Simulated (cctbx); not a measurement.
**Which space group?**

Cell: a = 11.8580 Å, b = 11.5240 Å, c = 12.9300 Å, α = 90.00°, β = 103.02°, γ = 90.00°. Expected content of the cell: Gd12 I20 Si8 O24.

Simulated single-crystal data (cctbx): Mo Kα, λ = 0.71073 Å, to d = 0.84 Å, 95 % of the full sphere, strongest reflection 5000 counts, noise from counting, a 2 % proportional error and a noise floor of 2 counts (s.d.); no absorption, some extinction.

A first pass over the reflections prints:

```text
11563 reflections to d = 0.840 A
centring   violations  <I/sigma> of those
    A       2050 of  5806      4.4
    B       2050 of  5780      4.4
    C          0 of  5808      0.0
    I       1916 of  5745      4.3
    R       2624 of  7703      4.4
    F       2050 of  8697      2.9
Laue class    unique    Rint  (classes that these axes allow; Friedel mates merged)
C 1 2/m 1        1602   0.043
space group    extra absences  I>4sigma  <I/sigma>
C 1 2 1                 0          0         -  acentric
C 1 m 1                 0          0         -  acentric
C 1 2/m 1               0          0         -  centric
Wilson B = 0.57 A^2   <|E^2-1|> = 1.005 (0.968 centric, 0.736 acentric)   E^2>4: 5.0 %
shell (A)         n   <I/sigma>
12.60 - 1.68    208     20.9
 1.68 - 1.33    209     18.0
 1.33 - 1.17    195     17.0
 1.17 - 1.06    205     13.7
 1.06 - 0.98    200     14.6
 0.98 - 0.92    187     15.6
 0.92 - 0.88    202     12.5
 0.88 - 0.84    196     11.1
```

Q: Read the symmetry from these tables.

The reflections that C centring forbids are absent (⟨I/σ⟩ near 0), so the lattice is C.

Only C 1 2/m 1 fits these axes (Rint 0.043); a search for a hidden higher lattice was not made.

3 settings pass the absence test. No glide or screw absences show, which leaves C 1 2 1, C 1 m 1 and C 1 2/m 1.

⟨|E²−1|⟩ = 1.005 leans to a centrosymmetric structure. The Wilson B of 0.57 Å² means U ≈ 0.0072 Å².

The true group is C2/m (no. 12), Laue class 2/m, centrosymmetric. The tables only narrow the choice to the tied entries; cell content, site symmetry and trial solutions must settle it.

The model was made for the exercise: a known structure type with other elements put in, its volume estimated, not relaxed; displacement parameters are assumed.

[Logs are printed without paths, hosts, clocks, repeated set-up lines and the standing remarks that a program may print on its own settings, such as how far it seeks lower states.]
